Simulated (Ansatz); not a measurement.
# From r2SCAN to G0W0: ZnSb (Pbca), part 2 of 2

Aim: the quasiparticle gap of ZnSb (Pbca), starting from r2SCAN.

Ansatz 0.2.0; r2SCAN, then G0W0 on it, plane waves, PAW. Known limits of the many-body steps: finite bands, screening cutoff and k mesh; no spin-orbit coupling in G0W0; d shells not analysed; large ε∞ on the G0W0 mesh; screening cutoff under 40 eV in some runs.

So far. Step 2 (Bands along the symmetry lines): Over mesh and path the gap is 0.398 eV, from k = (0.400, 0.000, 0.000) to k = (0.000, 0.000, 0.350). The least direct gap found is 0.783 eV, at k = (0.450, 0.000, 0.000).

In doubt: the program warns that the response may not be converged on this k-mesh (in some of the runs), which bears on dielectric and field responses; masses and optical values from hybrid runs of this build are listed as unsure (in some of the runs), which bears on the screening that GW takes from such a start.

## 3. One-shot GW

G0W0 replaces the xc potential by a self-energy built once from the orbitals of the start. Levels are corrected in the window of bands that the input names, at points of the mesh.

This step: G0W0 on r2SCAN, plane waves, PAW.

input.yaml

```yaml
crystal:
  lattice:
    - [6.218, 0.0, 0.0]
    - [0.0, 7.741, 0.0]
    - [0.0, 0.0, 8.115]
  atoms:
    - { symbol: Zn, position: [0.4539, 0.1115, 0.8673] }
    - { symbol: Zn, position: [0.0461, 0.8885, 0.3673] }
    - { symbol: Zn, position: [0.9539, 0.3885, 0.1327] }
    - { symbol: Zn, position: [0.5461, 0.6115, 0.6327] }
    - { symbol: Zn, position: [0.5461, 0.8885, 0.1327] }
    - { symbol: Zn, position: [0.9539, 0.1115, 0.6327] }
    - { symbol: Zn, position: [0.0461, 0.6115, 0.8673] }
    - { symbol: Zn, position: [0.4539, 0.3885, 0.3673] }
    - { symbol: Sb, position: [0.142, 0.0841, 0.1083] }
    - { symbol: Sb, position: [0.358, 0.9159, 0.6083] }
    - { symbol: Sb, position: [0.642, 0.4159, 0.8917] }
    - { symbol: Sb, position: [0.858, 0.5841, 0.3917] }
    - { symbol: Sb, position: [0.858, 0.9159, 0.8917] }
    - { symbol: Sb, position: [0.642, 0.0841, 0.3917] }
    - { symbol: Sb, position: [0.358, 0.5841, 0.1083] }
    - { symbol: Sb, position: [0.142, 0.4159, 0.6083] }
kpoints:
  mp_grid: { grid: [2, 2, 2] }
hamiltonian:
  xc: r2scan
scf:
  occupations: { method: fixed }
gw:
  n_empty_bands: 886
  ecut_chi: 100.0
  qp_bands: [v4, c4]
  qp_kpoints: band_edges
  screening: { model: contour_deformation }
```

On the command line:

```sh
$ ansatz run input.yaml --threads 24 --pin off --max-ram 82944MiB --backend cuda --events-out ev --progress --plain --runs-dir out --devices 1 --max-vram 78GiB
```

Numbers of over 12 decimals in the logs are rounded to 6 here.

What it wrote:

```text
GPUs: using 1 of 1 available (devices: 1).
[...]
Crystal: 16 atoms, lattice volume = 390.604 Å³
Basis set: ecut = 500 eV, 9939 PW (Γ), exchange–correlation on 192×240×240 points (64 copies of the dense FFT grid, shifted against one another)
Bands: 130, of which v1, the nominal top of the filled ones, is band 108 counted from 1 (107 counted from 0)
Symmetry: 8 space group operations
[...]
k-points: 8
[...]
SCF iter   1: F=—  HF=-78598.711226 eV  |F-HF|=—  |Δ(HF+E_count)|=         —  Δρ=1.41e-2  dr2=3.90e-1  dr2_τ=2.14e-2  ethr=1.77e-3  ⟨swp⟩=5.0  Hψ=3576  notcnv=0  defer=149
[...]
SCF iter   8: F=-78598.711015 eV  HF=-78598.711015 eV  |F-HF|=4.11e-8  |Δ(HF+E_count)|=   2.92e-7  Δρ=4.13e-6  dr2=4.70e-8  dr2_τ=4.16e-10  ethr=4.63e-11  ⟨swp⟩=12.6  Hψ=5443  notcnv=0
SCF 1 converged in 8 iterations: F = -78598.711015 eV  dr2 = 4.70e-8
[...]
NSCF: frozen V_eff on 8 k-points
the band table was solved once the SCF had ended and its energy, with any forces and stress, was formed, with the checks that follow a solve (3795 applications of the Hamiltonian). They found nothing against the state; the energy, forces and stress were not computed again (output.eigenvalues in the input reference)
[...]
SCF converged after 8 iterations
[...]
0   112     11.0060   -10.2777    -3.9734   -14.3209  0.7652    11.0761    11.0759  root
     1   105      7.4924   -15.3959     1.3696   -13.8178  0.7531     7.2828     7.2838  root
     1   106      7.4924   -15.3959     1.3696   -13.8178  0.7531     7.2828     7.2838  root
     1   107      8.3473   -15.2695     1.1096   -13.9462  0.7640     8.1328     8.1337  root
     1   108      8.3473   -15.2695     1.1096   -13.9462  0.7640     8.1328     8.1337  root
     1   109      9.7205    -7.7627    -3.3787   -11.0012  0.7765     9.5807     9.5803  root
     1   110      9.7205    -7.7627    -3.3787   -11.0012  0.7765     9.5807     9.5803  root
     1   111      9.7837   -10.1724    -3.4830   -13.6766  0.7751     9.8049     9.8049  root
     1   112      9.7837   -10.1724    -3.4830   -13.6766  0.7751     9.8049     9.8049  root
     2   105      7.5120   -16.5334     1.4750   -14.8502  0.7531     7.3028     7.3038  root
     2   106      7.5120   -16.5334     1.4750   -14.8502  0.7531     7.3028     7.3038  root
     2   107      7.9408   -14.6965     1.1682   -13.3050  0.7601     7.7165     7.7174  root
     2   108      7.9408   -14.6965     1.1682   -13.3050  0.7601     7.7165     7.7174  root
     2   109      9.6257    -9.0484    -3.5191   -12.5426  0.7746     9.6009     9.6009  root
     2   110      9.6257    -9.0484    -3.5191   -12.5426  0.7746     9.6009     9.6009  root
     2   111     11.0098    -9.7747    -3.6352   -13.3590  0.7689    10.9590    10.9589  root
     2   112     11.0098    -9.7747    -3.6352   -13.3590  0.7689    10.9590    10.9589  root
     3   105      7.8605   -15.9442     1.3741   -14.3466  0.7579     7.6359     7.6369  root
     3   106      7.8605   -15.9442     1.3741   -14.3466  0.7579     7.6359     7.6369  root
     3   107      7.8605   -15.9442     1.3741   -14.3466  0.7579     7.6359     7.6369  root
     3   108      7.8605   -15.9442     1.3741   -14.3466  0.7579     7.6359     7.6369  root
     3   109      9.9430    -9.1643    -3.4930   -12.5954  0.7744     9.8811     9.8810  root
     3   110      9.9430    -9.1643    -3.4930   -12.5954  0.7744     9.8811     9.8810  root
     3   111      9.9430    -9.1643    -3.4930   -12.5954  0.7744     9.8811     9.8810  root
     3   112      9.9430    -9.1643    -3.4930   -12.5954  0.7744     9.8811     9.8810  root
     4   105      8.4266   -15.8551     1.1851   -14.4631  0.7647     8.2188     8.2197  root
     4   106      8.4266   -15.8551     1.1851   -14.4631  0.7647     8.2188     8.2197  root
     4   107      8.9941   -16.1999     0.8882   -15.1357  0.7682     8.8176     8.8181  root
     4   108      8.9941   -16.1999     0.8882   -15.1357  0.7682     8.8176     8.8181  root
     4   109      9.8030   -10.5738    -3.6813   -14.3085  0.7733     9.8565     9.8564  root
     4   110      9.8030   -10.5738    -3.6813   -14.3085  0.7733     9.8565     9.8564  root
     4   111     10.5977    -8.5840    -3.8246   -12.3645  0.7707    10.5538    10.5536  root
     4   112     10.5977    -8.5840    -3.8246   -12.3645  0.7707    10.5538    10.5536  root
     5   105      8.1021   -15.2300     1.1030   -13.9354  0.7608     7.9096     7.9104  root
     5   106      8.1021   -15.2300     1.1030   -13.9354  0.7608     7.9096     7.9104  root
     5   107      8.1021   -15.2300     1.1030   -13.9354  0.7608     7.9096     7.9104  root
     5   108      8.1021   -15.2300     1.1030   -13.9354  0.7608     7.9096     7.9104  root
     5   109     10.4424   -10.0351    -3.4910   -13.5037  0.7674    10.4200    10.4200  root
     5   110     10.4424   -10.0351    -3.4910   -13.5037  0.7674    10.4200    10.4200  root
     5   111     10.4424   -10.0351    -3.4910   -13.5037  0.7674    10.4200    10.4200  root
     5   112     10.4424   -10.0351    -3.4910   -13.5037  0.7674    10.4200    10.4200  root
     6   105      8.3045   -15.8241     1.1972   -14.4168  0.7628     8.0934     8.0945  root
     6   106      8.3045   -15.8241     1.1972   -14.4168  0.7628     8.0934     8.0945  root
     6   107      8.3045   -15.8241     1.1972   -14.4168  0.7628     8.0934     8.0945  root
     6   108      8.3045   -15.8241     1.1972   -14.4168  0.7628     8.0934     8.0945  root
     6   109     10.2076    -9.2931    -3.5641   -12.8338  0.7713    10.1842    10.1842  root
     6   110     10.2076    -9.2931    -3.5641   -12.8338  0.7713    10.1842    10.1842  root
     6   111     10.2076    -9.2931    -3.5641   -12.8338  0.7713    10.1842    10.1842  root
     6   112     10.2076    -9.2931    -3.5641   -12.8338  0.7713    10.1842    10.1842  root
     7   105      7.9630   -15.4752     1.2683   -13.9955  0.7588     7.7505     7.7516  root *
     7   106      7.9630   -15.4752     1.2683   -13.9955  0.7588     7.7505     7.7516  root *
     7   107      7.9630   -15.4752     1.2683   -13.9955  0.7588     7.7505     7.7516  root *
     7   108      7.9630   -15.4752     1.2683   -13.9955  0.7588     7.7505     7.7516  root *
     7   109      9.9277    -9.2051    -3.5179   -12.7112  0.7713     9.9158     9.9158  root *
     7   110      9.9277    -9.2051    -3.5179   -12.7112  0.7713     9.9158     9.9158  root *
     7   111      9.9277    -9.2051    -3.5179   -12.7112  0.7713     9.9158     9.9158  root *
     7   112      9.9277    -9.2051    -3.5179   -12.7112  0.7713     9.9158     9.9158  root *
```

The job ended after 18 s (1 × NVIDIA GB200 (shared by 2 runs) with 24 threads of Arm Neoverse V2, shared host; peak memory 5.3 GiB).

This step gave:

```
bands summed                                    : 994
RPA ε∞ on this mesh (eigenvalues)               : 30.96, 33.65, 45.69
plane waves in the screening matrix             : 883
q-points in the mesh                            : 8
G0W0 gap over the corrected points              : 0.7622 eV
k of the valence top                            : -0.5, 0, 0
k of the conduction bottom                      : 0, 0, -0.5
starting gap on the mesh                        : 0.6316 eV
Z at the valence top                            : 0.7682
Z at the conduction bottom                      : 0.7765
least direct G0W0 gap over the corrected points : 1.038 eV
```

Over all 8 irreducible mesh points the G0W0 gap is 0.762 eV, from k = (-0.500, 0.000, 0.000) to k = (0.000, 0.000, -0.500). The r2SCAN gap of this run on the mesh is 0.632 eV. Other states bound it: the two that bound the G0W0 gap lie 0.726 eV apart in r2SCAN, so state for state the correction is 0.762 − 0.726 = +0.036 eV, while gap against gap it is 0.762 − 0.632 = +0.130 eV. The start of this run differs from the step before in mesh (4×4×4 and 2×2×2). The program's warnings for this run: eigensolver not converged.

Labels follow the order of the start: v1 is the top filled band, c1 the lowest empty one; levels that stay degenerate share a row, the window can cut a multiplet, doubted levels are not marked in this list, bands outside the window were not corrected, and the list may be a part of the corrected levels. Levels before and after the correction, in eV, zero at the valence-band top of each column:

|  | conduction bottom | valence top |
| --- | --- | --- |
| Kohn-Sham | 0.63 | 0.00 |
| G0W0 | 0.76 | 0.00 |

|  | level | occupation | energy (eV) |
| --- | --- | --- | --- |
| Kohn-Sham | (0 0 -0.5) v3 | 2 | -1.502 |
| Kohn-Sham | (0 0 -0.5) v2-v1 | 2 | -0.647 |
| Kohn-Sham | (0 0 -0.5) c1-c2 | 0 | 0.726 |
| Kohn-Sham | (0 0 -0.5) c3 | 0 | 0.790 |
| Kohn-Sham | (-0.5 0 0) v3 | 2 | -0.568 |
| Kohn-Sham | (-0.5 0 0) v2-v1 | 2 | 0.000 |
| Kohn-Sham | (-0.5 0 0) c1-c2 | 0 | 0.809 |
| Kohn-Sham | (-0.5 0 0) c3 | 0 | 1.604 |
| G0W0 | (0 0 -0.5) v3 | 2 | -1.534 |
| G0W0 | (0 0 -0.5) v2-v1 | 2 | -0.684 |
| G0W0 | (0 0 -0.5) c1-c2 | 0 | 0.762 |
| G0W0 | (0 0 -0.5) c3 | 0 | 0.987 |
| G0W0 | (-0.5 0 0) v3 | 2 | -0.598 |
| G0W0 | (-0.5 0 0) v2-v1 | 2 | 0.000 |
| G0W0 | (-0.5 0 0) c1-c2 | 0 | 1.038 |
| G0W0 | (-0.5 0 0) c3 | 0 | 1.736 |

The parts of the quasiparticle energy for the two states that bound the G0W0 gap, in eV on the run's own scale (QP = start + Σx + Σc − Vxc, with Σc at the quasiparticle energy):

| edge | k | band | start | Σx | Σc | Vxc | Z | QP |
| --- | --- | --- | --- | --- | --- | --- | --- | --- |
| valence top | (-0.500, 0.000, 0.000) | 107 | 8.994 | −16.200 | 0.888 | −15.136 | 0.768 | 8.818 |
| conduction bottom | (0.000, 0.000, -0.500) | 109 | 9.720 | −7.763 | −3.379 | −11.001 | 0.776 | 9.580 |

## 4. Spin-orbit coupling

This run has two-component orbitals with spin-orbit coupling.

This step: DFT, r2SCAN with spin-orbit coupling, plane waves, PAW.

input.yaml, the sections that differ from step 3:

```yaml
kpoints:
  mp_grid: { grid: [4, 4, 4] }
  band_path:
    path:
      - [0.0, 0.0, 0.0]
      - [0.5, 0.0, 0.0]
      - [0.5, 0.5, 0.0]
      - [0.0, 0.5, 0.0]
      - [0.0, 0.0, 0.5]
      - [0.5, 0.0, 0.5]
      - [0.5, 0.5, 0.5]
      - [0.0, 0.5, 0.5]
      - [0.4, 0.0, 0.0]
      - [0.0, 0.0, 0.35]
      - [0.45, 0.0, 0.0]
    npoints: 1
scf:
  occupations: { method: fermi_dirac, width: 0.02 }
  n_extra_bands: 18
magnetization:
  noncollinear: true
  spin_orbit: true
output:
  eigenvalues: true
  forces: true
  stress: true
# crystal, hamiltonian: as in step 3
# gw: removed
```

What it wrote:

```text
[...]
GPUs: using 1 of 1 available (devices: 1).
[...]
non-collinear run that drives no moment, with spin-orbit: no starting moment large enough to seed its density (crystal.atoms[].spin), no starting occupations that ask for one, no magnetisation constraint and no magnetic field, so the semilocal B_xc is pinned to zero
[...]
Crystal: 16 atoms, lattice volume = 390.604 Å³
Basis set: ecut = 500 eV, 9939 PW (Γ), exchange–correlation on 192×240×240 points (64 copies of the dense FFT grid, shifted against one another)
Bands: 234, of which v1, the nominal top of the filled ones, is band 216 counted from 1 (215 counted from 0)
Symmetry: 8 space group operations + 8 with time reversal
[...]
k-points: 27 of 64
Projection manifold: j_resolved (fully-relativistic pseudo-atomic orbitals)
[...]
iter 1 solved again at ethr=1.04e-3 eV; its pass at ethr=3.10e-3 eV (dr2=2.24e0 eV) is discarded
SCF iter   1: F=—  HF=-78494.775129 eV  |F-HF|=—  |Δ(HF+E_count)|=         —  Δρ=3.09e-2  dr2=2.28e0  dr2_τ=5.79e-3  dr2_m=0.00e0 (ungated)  ethr=1.04e-3  |M|=0.00e0 ∫|m|=0.00e0 μB  |m|>n=0.0e0 m-floor=0.0e0 τ_xc=0.0e0  β_m=0.30  ⟨swp⟩=1.7  Hψ=20987  notcnv=0
[...]
spin=Noncollinear: Resta preconditioning applied to the charge; magnetization (m_x, m_y, m_z) channels mix plain (no charge-response kernel on spin).
SCF iter   2: F=—  HF=-78495.010241 eV  |F-HF|=—  |Δ(HF+E_count)|=   2.35e-1  Δρ=2.08e-2  dr2=1.11e0  dr2_τ=3.02e-3  dr2_m=0.00e0 (ungated)  ethr=1.04e-3  |M|=0.00e0 ∫|m|=0.00e0 μB  |m|>n=0.0e0 m-floor=0.0e0 τ_xc=0.0e0  β_m=0.54  ⟨swp⟩=3.1  Hψ=5077  notcnv=0
[...]
SCF iter   4: F=—  HF=-78495.184374 eV  |F-HF|=—  |Δ(HF+E_count)|=   1.27e-2  Δρ=2.25e-3  dr2=1.89e-2  dr2_τ=3.09e-5  dr2_m=0.00e0 (ungated)  ethr=9.86e-5  |M|=0.00e0 ∫|m|=0.00e0 μB  |m|>n=0.0e0 m-floor=0.0e0 τ_xc=0.0e0  β_m=0.69  ⟨swp⟩=2.1  Hψ=4781  notcnv=0  defer=260
[...]
SCF 1 converged in 9 iterations: F = -78495.187057 eV  dr2 = 8.00e-8
[...]
SCF converged after 9 iterations
[...]
```

Elapsed: 8.1 s, on 1 × NVIDIA GB200 (shared by 2 runs) with 24 threads; peak memory 2.7 GiB; 60 s of CPU time.

This step gave:

```
pressure             : 0.07398 GPa
gap                  : 0.3869 eV
valence top at       : k = (0.400, 0.000, 0.000)
conduction bottom at : k = (0.000, 0.000, 0.350)
least direct gap     : 0.7668 eV
```

Over mesh and listed points the gap is 0.387 eV, from k = (0.400, 0.000, 0.000) to k = (0.000, 0.000, 0.350). The least direct gap found is 0.767 eV, at k = (0.450, 0.000, 0.000). r2SCAN+SOC against r2SCAN: 0.387 − 0.398 = −0.011 eV, with the same mesh, set of files (read in its fully relativistic form for the spin-orbit run) and cutoff, and both edges at the same k points. The spin-orbit run sees mesh and listed points alone, so its gap is an upper bound: the coupling can move an edge off these points, and the change over the zone, its sign included where it is small, is not known.

## 5. Side by side

Each gap is the least one over the points named; times are wall times on shared hosts, not benchmarks. A G0W0 time includes the run's own self-consistent start. Runs with listed points see these and the mesh alone, so an edge that moves elsewhere is missed. Rows marked * are further runs, not shown as steps, whose inputs differ from the G0W0 step on the same start in the columns given; solver thresholds can differ too.

| level | mesh | files, cutoff | bands summed, screening | points | gap (eV) | valence top | conduction bottom | least direct gap (eV) | time |
| --- | --- | --- | --- | --- | --- | --- | --- | --- | --- |
| r2SCAN | 4×4×4 | soft_2 PAW, 500 eV | - | mesh and path | 0.398 | (0.400, 0.000, 0.000) | (0.000, 0.000, 0.350) | 0.783 | 5.1 s |
| r2SCAN+SOC | 4×4×4 | soft_2 PAW, 500 eV | - | mesh and listed points | 0.387 | (0.400, 0.000, 0.000) | (0.000, 0.000, 0.350) | 0.767 | 8.1 s |
| G0W0@r2SCAN* | 2×2×2 | soft_2 PAW, 500 eV | 253, 30 eV | all 8 irreducible mesh points | 0.575 | (-0.500, 0.000, 0.000) | (0.000, 0.000, -0.500) | 1.091 | 7.6 s |
| G0W0@r2SCAN* | 2×2×2 | soft_2 PAW, 500 eV | 520, 60 eV | all 8 irreducible mesh points | 0.687 | (-0.500, 0.000, 0.000) | (0.000, 0.000, -0.500) | 1.068 | 9.8 s |
| G0W0@r2SCAN | 2×2×2 | soft_2 PAW, 500 eV | 994, 100 eV | all 8 irreducible mesh points | 0.762 | (-0.500, 0.000, 0.000) | (0.000, 0.000, -0.500) | 1.038 | 18 s |
| G0W0@r2SCAN* | 2×2×2 | soft_2 PAW, 500 eV | 520, 60 eV, plasmon pole | all 8 irreducible mesh points | 0.659 | (-0.500, 0.000, 0.000) | (0.000, 0.000, -0.500) | 1.084 | 12 s |

## 6. What came out

```yaml
r2scan_gap_over_mesh_and_path: 0.398 eV, from k = (0.400, 0.000, 0.000) to k = (0.000, 0.000, 0.350)
g0w0_r2scan_gap_over_all_8_irreducible_mesh_points: 0.762 eV, from k = (-0.500, 0.000, 0.000) to k = (0.000, 0.000, -0.500)
r2scan_soc_gap_over_mesh_and_listed_points: 0.387 eV
gw_settings: 2×2×2 mesh, 886 empty bands, screening to 100 eV
known_limits: finite bands, screening cutoff and k mesh; no spin-orbit coupling in G0W0; d shells not analysed; large ε∞ on the G0W0 mesh; screening cutoff under 40 eV in some runs
```

In words: Over all 8 irreducible mesh points the G0W0 gap is 0.762 eV, from k = (-0.500, 0.000, 0.000) to k = (0.000, 0.000, -0.500). The r2SCAN gap of this run on the mesh is 0.632 eV. Other states bound it: the two that bound the G0W0 gap lie 0.726 eV apart in r2SCAN, so state for state the correction is 0.762 − 0.726 = +0.036 eV, while gap against gap it is 0.762 − 0.632 = +0.130 eV. The valence state moves by 8.818 − 8.994 = −0.176 eV and the conduction state by 9.580 − 9.720 = −0.140 eV, on the run's own scale; with 253 bands the edge states move by +0.447 and +0.296 eV, so the split between the edges depends on the bands and cutoff. Over mesh and path, r2SCAN puts the valence top at k = (0.400, 0.000, 0.000) and conduction bottom at k = (0.000, 0.000, 0.350), where no G0W0 correction was computed. The G0W0 gap over the whole zone is therefore not known from this run; at its settings it can only be equal to or under the 0.762 eV found, and no correction is carried over from another point. For the start itself the gap is 0.398 eV over mesh and path and 0.632 eV on the mesh of the G0W0 run, in runs that differ in mesh (4×4×4 and 2×2×2). From 253 bands and 30 eV to 994 bands and 100 eV the gap moves by 0.762 − 0.575 = +0.187 eV (rung by rung 0.575, 0.687, 0.762 eV); bands and screening cutoff rise together, so their parts are not told apart. A line in one over the bands through the two highest rungs gives 0.762 + (0.762 − 0.687) × 520 / (994 − 520) = 0.844 eV, and through the pair below 0.687 + (0.687 − 0.575) × 253 / (520 − 253) = 0.793 eV. Carried level by level, other states would bound the gap (0.802 eV), so the limit is not known. With the plasmon pole model in place of the contour deformation model and all else as in the G0W0@r2SCAN row with 520 bands, the gap differs by 0.659 − 0.687 = −0.028 eV. G0W0 on other starts in this series, not shown as steps and not all at these settings: 0.731 eV on HSE06 (2×2×2, soft_2 PAW, 520 bands, 60 eV). r2SCAN+SOC against r2SCAN: 0.387 − 0.398 = −0.011 eV, with the same mesh, set of files (read in its fully relativistic form for the spin-orbit run) and cutoff, and both edges at the same k points. The spin-orbit run sees mesh and listed points alone, so its gap is an upper bound: the coupling can move an edge off these points, and the change over the zone, its sign included where it is small, is not known. What spin-orbit coupling does to the G0W0 levels was not computed, so no sum with the G0W0 gap is formed. For the G0W0 step: the program's warnings for this run: eigensolver not converged. The G0W0 runs are scalar-relativistic. One-shot GW is known to converge slowly in bands for compounds with shallow d shells. The cell holds Zn; the filling of the d shell and its place against the gap were not analysed here. The largest eigenvalue of the RPA ε∞ is large: 46 in G0W0@r2SCAN (2×2×2, 994 bands), 47 in G0W0@r2SCAN (2×2×2, 253 bands), 46 in G0W0@r2SCAN (2×2×2, 520 bands) and 46 in G0W0@r2SCAN (2×2×2, 520 bands). A perturbation-theory run of this series on r2SCAN, not shown as a step (4×4×4 (response on 640 points) mesh, soft_2 PAW), gives 20.0, 20.9 and 24.4 (stated error 1.2), so a mesh with so large a value overstates the long-range screening, which bears on the G0W0 gap by an amount not known here. No pair of G0W0 runs that differ in the mesh alone is shown (2×2×2 is a supercell whose nearest images lie 12 Å apart), so the error from the mesh is not known here. G0W0@r2SCAN runs of this series with other atomic data on the same mesh, not shown as steps, give 0.681 eV (hard PAW, 660 eV, 576 bands, screening to 60 eV; the table's row with the same empty bands and screening cutoff has 0.687 eV); where bands and cutoffs differ too, the part of the files is not isolated. A screening cutoff under 40 eV is crude: G0W0@r2SCAN with 253 bands at 30 eV.

[Paths, hosts, dates, memory and timing lines, banners, echoed tables and standing remarks are left out of the program output.]

[Logs are printed without paths, hosts, clocks, repeated set-up lines and the standing remarks that a program may print on its own settings, such as how far it seeks lower states.]

[Runs of the session that timed out or met a known fault of the program may be left out.]

[Cells called generated may have been cut or substituted from an entry of the Crystallography Open Database or the Materials Project.]

[Hosts, paths, dates, database ids (printed as entryN), source tags and the programs' standing remarks are cut or masked in the printed files.]

[Where an RPA ε∞ is given, it is that of the G0W0 mesh and is not shown converged in it. Names of k-points follow the symmetry that the program found, which can be lower than the space group named. Band edges on a path are those of the sampled points; other points can move an edge, and change direct to indirect where valleys lie close.]

[Hybrid gaps are those of their k-mesh and are not shown converged in it.]
